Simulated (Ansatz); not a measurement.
**Relaxing graphene zigzag nanoribbon, H-capped, B on C sites (72 atoms)**

Aim: bring graphene zigzag nanoribbon, H-capped, B on C sites (72 atoms) to a nearby minimum of the energy and see what moves.

Main program and level: Ansatz 0.2.0; Kohn-Sham DFT, revPBE+D4, PAW (set soft_2), plane waves.

**1. The structure**

The cell holds 72 atoms: 48 C, 6 B and 18 H. Cell: a = 22.140 Å, b = 17.151 Å, c = 10.000 Å, α = 90.0°, β = 90.0°, γ = 90.0°. It derives from C (graphene). Graphene (a = 2.46 Å), rectangular cell with x along the zigzag direction; strip nominally 8 Å wide, 9 periods, edges capped with H, 10 Å of vacuum, 6 of 54 C replaced by B at random; not relaxed, displaced by a Gaussian of 0.02 Å. Regions: sheet, 54 atoms (48 C and 6 B); hydrogen, 18 atoms (18 H). Vacuum lies along b and c. The structure repeats along a.

What the set-up can't give: The main run has no spin polarisation, so any moments at edges, vacancies or dangling bonds can't form in it. Sampling is at Γ alone, for a cell whose periodic width is 22 Å.

**2. Single point at the start**

The forces at the start show how far the geometry lies from a minimum of this functional.

Contents of input.yaml:

```yaml
crystal:
  lattice:
    - [22.14, 0.0, 0.0]
    - [0.0, 17.15099, 0.0]
    - [0.0, 0.0, 10.0]
  atoms:
    - { symbol: C, position: [0.99932, 0.39771, 0.50244] }
    - { symbol: C, position: [0.05469, 0.35687, 0.49822] }
    - { symbol: C, position: [0.05646, 0.5194, 0.49811] }
    - { symbol: C, position: [0.99966, 0.47943, 0.50248] }
    - { symbol: C, position: [0.99966, 0.64718, 0.49707] }
    - { symbol: C, position: [0.05716, 0.60511, 0.50503] }
    - { symbol: C, position: [0.11092, 0.39382, 0.49859] }
    - { symbol: B, position: [0.16538, 0.35708, 0.49814] }
    - { symbol: C, position: [0.16656, 0.52086, 0.49859] }
    - { symbol: C, position: [0.1114, 0.47801, 0.49575] }
    - { symbol: C, position: [0.11192, 0.64244, 0.5015] }
    - { symbol: C, position: [0.16571, 0.60422, 0.49785] }
    - { symbol: B, position: [0.2209, 0.39559, 0.49946] }
    - { symbol: C, position: [0.27804, 0.35386, 0.50219] }
    - { symbol: C, position: [0.27899, 0.52111, 0.50067] }
    - { symbol: C, position: [0.22224, 0.48084, 0.49896] }
    - { symbol: C, position: [0.22172, 0.64624, 0.50141] }
    - { symbol: C, position: [0.2776, 0.60293, 0.49956] }
    - { symbol: C, position: [0.33351, 0.396, 0.50159] }
    - { symbol: C, position: [0.38756, 0.35516, 0.49982] }
    - { symbol: C, position: [0.38777, 0.52304, 0.50192] }
    - { symbol: C, position: [0.33327, 0.4816, 0.49826] }
    - { symbol: C, position: [0.33315, 0.64675, 0.50098] }
    - { symbol: C, position: [0.38833, 0.60562, 0.50119] }
    - { symbol: C, position: [0.44444, 0.39639, 0.50256] }
    - { symbol: B, position: [0.49876, 0.35433, 0.50127] }
    - { symbol: C, position: [0.5016, 0.52105, 0.50001] }
    - { symbol: C, position: [0.4452, 0.47999, 0.50002] }
    - { symbol: C, position: [0.44485, 0.64485, 0.50238] }
    - { symbol: B, position: [0.5006, 0.60358, 0.497] }
    - { symbol: C, position: [0.55778, 0.3966, 0.49729] }
    - { symbol: C, position: [0.61043, 0.35389, 0.49828] }
    - { symbol: C, position: [0.61155, 0.51976, 0.50472] }
    - { symbol: C, position: [0.55483, 0.47724, 0.49883] }
    - { symbol: C, position: [0.55674, 0.64435, 0.50056] }
    - { symbol: C, position: [0.61153, 0.60333, 0.49968] }
    - { symbol: B, position: [0.66684, 0.39618, 0.50385] }
    - { symbol: C, position: [0.7234, 0.35304, 0.50038] }
    - { symbol: B, position: [0.72144, 0.52082, 0.49877] }
    - { symbol: C, position: [0.66661, 0.47874, 0.5021] }
    - { symbol: C, position: [0.66725, 0.6459, 0.49427] }
    - { symbol: C, position: [0.72201, 0.60226, 0.50169] }
    - { symbol: C, position: [0.77745, 0.39926, 0.50099] }
    - { symbol: C, position: [0.83279, 0.35538, 0.49906] }
    - { symbol: C, position: [0.8347, 0.52102, 0.5011] }
    - { symbol: C, position: [0.77789, 0.47579, 0.4992] }
    - { symbol: C, position: [0.77753, 0.64479, 0.49835] }
    - { symbol: C, position: [0.83297, 0.60234, 0.49899] }
    - { symbol: C, position: [0.88774, 0.39475, 0.50184] }
    - { symbol: C, position: [0.94579, 0.35637, 0.50144] }
    - { symbol: C, position: [0.94574, 0.52063, 0.49818] }
    - { symbol: C, position: [0.88904, 0.48052, 0.50136] }
    - { symbol: C, position: [0.8886, 0.64642, 0.49542] }
    - { symbol: C, position: [0.94595, 0.60126, 0.49892] }
    - { symbol: H, position: [0.05547, 0.2907, 0.50085] }
    - { symbol: H, position: [0.99987, 0.70938, 0.50425] }
    - { symbol: H, position: [0.166, 0.2892, 0.49971] }
    - { symbol: H, position: [0.11149, 0.70747, 0.49969] }
    - { symbol: H, position: [0.27705, 0.29287, 0.49766] }
    - { symbol: H, position: [0.22282, 0.70839, 0.50171] }
    - { symbol: H, position: [0.38751, 0.29324, 0.50288] }
    - { symbol: H, position: [0.33365, 0.70923, 0.49878] }
    - { symbol: H, position: [0.49968, 0.29137, 0.5009] }
    - { symbol: H, position: [0.44491, 0.70843, 0.49601] }
    - { symbol: H, position: [0.61223, 0.29164, 0.49985] }
    - { symbol: H, position: [0.5544, 0.70884, 0.4972] }
    - { symbol: H, position: [0.72084, 0.29032, 0.49994] }
    - { symbol: H, position: [0.66654, 0.70628, 0.49992] }
    - { symbol: H, position: [0.83322, 0.29094, 0.50095] }
    - { symbol: H, position: [0.77757, 0.70661, 0.50369] }
    - { symbol: H, position: [0.94311, 0.29044, 0.50211] }
    - { symbol: H, position: [0.8887, 0.70823, 0.49996] }
kpoints:
  mp_grid: { grid: [1, 1, 1] }
hamiltonian:
  xc: revpbe
  dispersion: d4
scf:
  occupations: { method: gaussian, width: 0.05 }
output:
  forces: true
  populations: true
  dos:
    method: { smearing: { sigma: 0.1 } }
    de: 0.1
    projected:
      site_lists:
        B: [B]
        C: [C]
        H: [H]
        sheet: [0, 1, 2, 3, 4, 5, 6, 7, 8, 9, 10, 11, 12, 13, 14, 15, 16, 17, 18, 19, 20, 21, 22, 23, 24, 25, 26, 27, 28, 29, 30, 31, 32, 33, 34, 35, 36, 37, 38, 39, 40, 41, 42, 43, 44, 45, 46, 47, 48, 49, 50, 51, 52, 53]
        hydrogen: [54, 55, 56, 57, 58, 59, 60, 61, 62, 63, 64, 65, 66, 67, 68, 69, 70, 71]
  eigenvalues: true
```

Run with:

```bash
> ansatz run input.yaml --threads 4 --pin off --max-ram 8192MiB --backend cpu --events-out ev --progress --plain --runs-dir out
```

Numbers of over 12 decimals in the logs are rounded to 6 here.

What it wrote:

```text
Engine: ansatz 0.2.0, aarch64-unknown-linux-gnu
Pseudopotentials: kind: paw
Pseudopotential: C, paw, valence charge 4, recommended cutoff 420 eV (normal), C.paw.azcp
Pseudopotential: B, paw, valence charge 3, recommended cutoff 420 eV (normal), B.paw.azcp
Pseudopotential: H, paw, valence charge 1, recommended cutoff 420 eV (normal), H.paw.azcp
[... 5 lines on functional and potentials left out ...]
Crystal: 72 atoms, lattice volume = 3797.229 Å³
Basis set: ecut = 420 eV, 74205 PW (Γ), exchange–correlation on 300×240×144 points (8 copies of the dense FFT grid, shifted against one another)
Bands: 186, of which v1, the nominal top of the filled ones, is band 114 counted from 1 (113 counted from 0)
Symmetry: 1 space group operations
Space group: P1 (ITA 1), of the structure as read, at distance tolerance 1.6e-4 Å
k-points: 1
[... 9 lines on functional and potentials left out ...]
Initial density: superposition of atomic densities (neutral atoms: chi_scale 0, normalization atom), corrected by the library's trained network
Initial wavefunctions: pseudopotential atomic-orbital guess
Functional: x = revpbe(κ = 1.245, μ = 0.219515), c = pbe(β = 0.066725)
SCF iter   1: F=—  HF=-13319.017123 eV  |F-HF|=—  |Δ(HF+E_count)|=         —  Δρ=6.82e-3  dr2=5.39e0  ethr=1.77e-3  ⟨swp⟩=7.0  Hψ=937  notcnv=0  defer=55
preconditioner: auto → Resta (q_TF=auto, 1.707 Å⁻¹)  ε∞=1.5  [insulator: Δε(μ)=0.338 eV  Ē_g=13.009 eV  σ=0.050 eV  W_gap=1.00  n_scr=332 (ndim 8)  ℏωp=9.1 eV  f_vac=0.775  D(μ)=0.00/eV (n_scr^D=0)  ε∞_Penn≈1.5  vacuum switching on, ρ_ref=1.2e-2 e/Å³]
SCF iter   2: F=—  HF=-13320.609328 eV  |F-HF|=—  |Δ(HF+E_count)|=    1.59e0  Δρ=1.33e-2  dr2=3.72e1  ethr=1.77e-3  ⟨swp⟩=3.0  Hψ=300  notcnv=0  defer=66  recentre
preconditioner: auto → LDOS  [metal: Δε(μ)=0.036 eV  Ē_g=12.759 eV  σ=0.050 eV  W_gap=0.39  n_scr=332 (ndim 8)  ℏωp=9.1 eV  f_vac=0.777  D(μ)=39.63/eV (n_scr^D=166)  β→1.0]
SCF iter   3: F=—  HF=-13318.360486 eV  |F-HF|=—  |Δ(HF+E_count)|=    2.25e0  Δρ=3.92e-3  dr2=1.64e0  ethr=1.77e-3  ⟨swp⟩=2.0  Hψ=284  notcnv=0  defer=63
SCF iter   4: F=—  HF=-13318.210747 eV  |F-HF|=—  |Δ(HF+E_count)|=   1.50e-1  Δρ=2.31e-3  dr2=9.03e-1  ethr=7.21e-4  ⟨swp⟩=2.0  Hψ=247  notcnv=0  defer=65
SCF iter   5: F=—  HF=-13318.103707 eV  |F-HF|=—  |Δ(HF+E_count)|=   1.07e-1  Δρ=9.90e-4  dr2=1.72e-1  ethr=3.96e-4  ⟨swp⟩=2.0  Hψ=170  notcnv=0  defer=65
SCF iter   6: F=—  HF=-13318.092057 eV  |F-HF|=—  |Δ(HF+E_count)|=   1.17e-2  Δρ=6.93e-4  dr2=6.78e-2  ethr=7.54e-5  ⟨swp⟩=1.0  Hψ=214  notcnv=0  defer=65
SCF iter   7: F=—  HF=-13318.089833 eV  |F-HF|=—  |Δ(HF+E_count)|=   2.22e-3  Δρ=4.37e-4  dr2=1.84e-2  ethr=2.97e-5  ⟨swp⟩=2.0  Hψ=128  notcnv=0  defer=65
SCF iter   8: F=—  HF=-13318.088760 eV  |F-HF|=—  |Δ(HF+E_count)|=   1.07e-3  Δρ=2.08e-4  dr2=1.55e-3  ethr=8.08e-6  ⟨swp⟩=2.0  Hψ=125  notcnv=0  defer=65
SCF iter   9: F=—  HF=-13318.089448 eV  |F-HF|=—  |Δ(HF+E_count)|=   6.89e-4  Δρ=1.40e-4  dr2=1.51e-3  ethr=6.82e-7  ⟨swp⟩=2.0  Hψ=194  notcnv=0  defer=65
SCF iter  10: F=—  HF=-13318.089675 eV  |F-HF|=—  |Δ(HF+E_count)|=   2.27e-4  Δρ=6.30e-5  dr2=1.22e-4  ethr=6.63e-7  ⟨swp⟩=2.0  Hψ=132  notcnv=0  defer=65
SCF iter  11: F=—  HF=-13318.089814 eV  |F-HF|=—  |Δ(HF+E_count)|=   1.39e-4  Δρ=3.54e-5  dr2=2.46e-5  ethr=5.35e-8  ⟨swp⟩=2.0  Hψ=208  notcnv=0  defer=65
SCF iter  12: F=—  HF=-13318.090213 eV  |F-HF|=—  |Δ(HF+E_count)|=   4.00e-4  Δρ=1.80e-5  dr2=1.08e-5  ethr=1.08e-8  ⟨swp⟩=2.0  Hψ=274  notcnv=0  defer=65
SCF iter  13: F=—  HF=-13318.090242 eV  |F-HF|=—  |Δ(HF+E_count)|=   2.87e-5  Δρ=9.35e-6  dr2=7.60e-6  ethr=4.73e-9  ⟨swp⟩=3.0  Hψ=218  notcnv=0  defer=65
SCF iter  14: F=—  HF=-13318.090244 eV  |F-HF|=—  |Δ(HF+E_count)|=   1.98e-6  Δρ=4.34e-6  dr2=9.48e-7  ethr=3.33e-9  ⟨swp⟩=2.0  Hψ=124  notcnv=0  defer=65
SCF iter  15: F=—  HF=-13318.090245 eV  |F-HF|=—  |Δ(HF+E_count)|=   1.21e-6  Δρ=2.59e-6  dr2=5.10e-7  ethr=4.16e-10  ⟨swp⟩=2.0  Hψ=159  notcnv=0  defer=65
SCF iter  16: F=-13318.090245 eV  HF=-13318.090245 eV  |F-HF|=6.22e-8  |Δ(HF+E_count)|=   8.08e-8  Δρ=1.49e-6  dr2=6.19e-8  ethr=4.39e-11  ⟨swp⟩=28.0  Hψ=2239  notcnv=0
SCF 1 converged in 16 iterations: F = -13318.090245 eV  dr2 = 6.19e-8
  greatest PAW one-centre occupation: 0.708 electrons in one spin orbital (limit 2), on the C atom at site 39 (counted from 0), in its partial waves of l = 0
SCF converged after 16 iterations
Free energy (F): -13318.090245 eV
Harris-Foulkes:  -13318.090245 eV  (|F-HF|=6.22e-8)
Internal energy: -13318.090235 eV  (E = F + TS)
E sigma→0 (E₀):  -13318.090240 eV
Entropy (-TS):   -0.000010 eV (-0.000 meV/atom)
Fermi energy:    -3.216202 eV
--- Per-component energies (eV) ---
  E_band       = -2474.103191
  E_kinetic    = 4933.600963
  E_local      = -54695.419046  (includes V_loc(G=0)·N_el)
  E_nonlocal   = 1413.638283
  E_hartree    = 24756.737933
  E_xc         = -2672.835817
  E_vxc        = -3298.654154  (∫ρ·V_xc dr)
  E_paw        = -5296.792730  (= ΣΔE_a)
  E_vpaw       = -340.716511  (= ΣTr[D̂ρ^β])
  E_aug_tail   = -0.025022  (compensation charges beyond the density's cutoff)
  E_ewald      = 18256.763546
  E_disp       = -13.144873  (pairwise vdW)
  E_core_change = -0.613472  (= ΣΔE_core)
  E_smearing   = -0.000010  (= −TS)
  E_closure    = 0.000000  (closes the sum)
  Σ components = -13318.090245   (vs F -13318.090245, Δ=0.00e0)
--- Forces (eV/Å), atoms counted from 1 ---
  atom   1  C      0.03113767    -1.49634064    -0.18245490
  atom   2  C      1.30292240    -1.07877740     0.36904665
  atom   3  C     -0.04700695     0.90883106     0.44786564
  atom   4  C      1.05566792     0.73620014    -0.42005855
  atom   5  C      1.05199913    -3.06930816     0.76087428
  atom   6  C     -2.26739449    -0.44844602    -0.87478350
  atom   7  C     -6.71194789     3.04851291    -0.30967139
  atom   8  B     -1.77878231    -7.48927567    -0.04682262
  atom   9  C      0.76552948     0.11590785    -0.24684870
  atom  10  C     -1.15153065     0.44191197     0.31802925
  atom  11  C     -0.97921253     2.70657820     0.02181561
  atom  12  C      1.98591973     0.05976408     0.33824758
  atom  13  B      6.28809348     2.87643457     0.10056391
  atom  14  C      1.93257173     1.88163263    -0.10315391
[...]
atom  71  H      0.50240290     1.18084663    -0.05082761
  atom  72  H      0.04441928     0.98034660    -0.09982547
  max |Σ_I F_I| component: 1.26e-4 eV/Å
--- Band table (eV) ---
  k-point 0: bands = ["-21.7801", "-21.1610", "-20.8403", "-20.4053", [... 170 levels ...], "3.2898", "3.3361", "3.4196", "3.4495", "3.5076", "3.5277", "3.5592", "3.5863", "3.6181", "3.6293", "3.6787", "3.7087"]
--- Löwdin populations: 72 sites ---
  site symbol       q [e]
     0      C      3.9576
     1      C      4.0257
     2      C      3.9556
[...]
71      H      0.7796
  spilling = 0.012646 (of n_electrons = 228.000000)
```

Elapsed: 33 s, on 4 threads of Arm Neoverse V2, shared host; peak memory 2.8 GiB; 2.1 min of CPU time.

Reading the cycles: dr2 is the Hartree energy of the density residual (eV), the measure of convergence; HF is the Harris–Foulkes estimate of the energy, which meets the free energy F at convergence.

The run gave:

- free energy: -13318.0902 eV
- free energy per atom: -184.9735 eV/atom
- SCF cycles: 16
- r.m.s. force component: 1.781 eV/Å
- longest force: 7.698 eV/Å
- Fermi energy: -3.216 eV
- spilling of the projection: 0.01265

The r.m.s. force component of 1.8 eV/Å sets the starting point.

Length of the force by element:

```tsv
element	coordination	atoms	mean length of the force (eV/Å)	spread	least	most
B	all	6	3.89	2.46	1.43	7.70
C	all	48	2.81	1.71	0.612	7.54
H	all	18	1.21	0.784	0.406	3.88
```

(Continued in part 2 of 3.)

[Logs are printed without paths, hosts, clocks, repeated set-up lines and the standing remarks that a program may print on its own settings, such as how far it seeks lower states.]

[Hosts, paths, dates, database ids (printed as entryN), source tags and the programs' standing remarks are cut or masked in the printed files.]
